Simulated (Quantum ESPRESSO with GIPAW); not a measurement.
# Si3N4: how strain moves the 15N line

GIPAW runs (PBEsol, plane-wave PAW from pslibrary 1.0.0 recipes, cutoffs 55 and 340 Ry, one 5×5×5 mesh for all shielding runs; Quantum ESPRESSO with GIPAW, a patched development version; no spin-orbit coupling, no macroscopic shape term) on Si3N4, space group Fd-3m before straining. The cell below is strained equally along all axes, and the atoms are relaxed in pw.x at each strain, zero included.

```
Si N
1.0
     0.00000    3.83825    3.83825
     3.83825    0.00000    3.83825
     3.83825    3.83825    0.00000
Si N
6 8
Direct
  0.75000 0.75000 0.75000
  0.50000 0.50000 0.50000
  0.12500 0.62500 0.12500
  0.12500 0.12500 0.62500
  0.62500 0.12500 0.12500
  0.12500 0.12500 0.12500
  0.36771 0.36771 0.89688
  0.88229 0.35312 0.88229
  0.36771 0.36771 0.36771
  0.35312 0.88229 0.88229
  0.36771 0.89688 0.36771
  0.88229 0.88229 0.35312
  0.89688 0.36771 0.36771
  0.88229 0.88229 0.88229
```

The cell is an entry of the Crystallography Open Database; it need not be the form that is stable at ambient conditions.

The bonds are those of N (atom 7; bound to Si4). One row is withheld.

```csv
strain (%),mean bond (Å),σ_iso Si(1) (ppm),σ_iso Si(2) (ppm),σ_iso N (ppm),span N (ppm)
-2,1.8022,383.58,571.29,121.82,14.5
-1.5,1.8112,383.13,569.31,118.09,14.8
-1,1.8203,?,?,?,?
0,1.8384,381.15,563.00,106.11,15.8
+0.5,1.8474,380.28,560.77,101.84,16.2
+1,1.8564,379.30,558.48,97.43,16.6
+2,1.8744,377.01,553.71,88.18,17.5
```

**Task.** Fit σ_iso of N against strain, judge whether a straight line is enough, and predict the withheld row at -1 %.

1. With n = 6: Σx = 0.000, Σy = 633.47, Σx² = 11.5000, Σxy = -96.065.

2. Slope b = (nΣxy − ΣxΣy)/(nΣx² − (Σx)²) = -8.35 ppm per %, intercept a = (Σy − bΣx)/n = 105.58 ppm.

3. Residuals (run less line), in the order of the table: -0.47, -0.02, +0.53, +0.44, +0.21, -0.69 ppm. They bend in one sense; the largest is 2.1 % of the range of σ, so a quadratic term is needed: σ = 106.11 − 8.408 x − 0.278 x², with residuals of 0.01 ppm or less.

4. At -1 % (inside the fitted range) the line gives 113.93 ppm and the parabola 114.24 ppm.

5. The run gives:

```csv
strain (%),mean bond (Å),σ_iso Si(1) (ppm),σ_iso Si(2) (ppm),σ_iso N (ppm),span N (ppm)
-1,1.8203,382.57,567.26,114.23,15.1
```

Prediction less run: the line misses by -0.30 ppm, the parabola by +0.01 ppm. By the parabola, a strain of +1 % changes σ of N by -8.69 ppm and one of −1 % by +8.13 ppm; the mean slope is -8.35 ppm per %, or 4.6 ppm for 0.01 Å of mean bond length. The shift moves the opposite way, scaled by the slope of a reference line. Over the table σ of Si(1) goes from 383.58 to 377.01 ppm. Over the table σ of Si(2) goes from 571.29 to 553.71 ppm. Zero strain is the database's lattice with relaxed atoms, not this functional's rest cell, and neither cutoff nor mesh was tested for the slopes. The omitted shape term, common to all sites, changes with strain too. This build of gipaw.x prints that it is not audited and that its numbers are no references by themselves. The relaxations ran on cheaper settings and stop at small residual forces, which adds noise that small residuals can't be told from.

[Banner, clock, file and message-heading lines were taken out of the pw.x and gipaw.x logs.]

[Logs are printed without paths, hosts, clocks, repeated set-up lines and the standing remarks that a program may print on its own settings, such as how far it seeks lower states.]

[Hosts, paths, dates, database ids (printed as entryN), source tags and the programs' standing remarks are cut or masked in the printed files.]
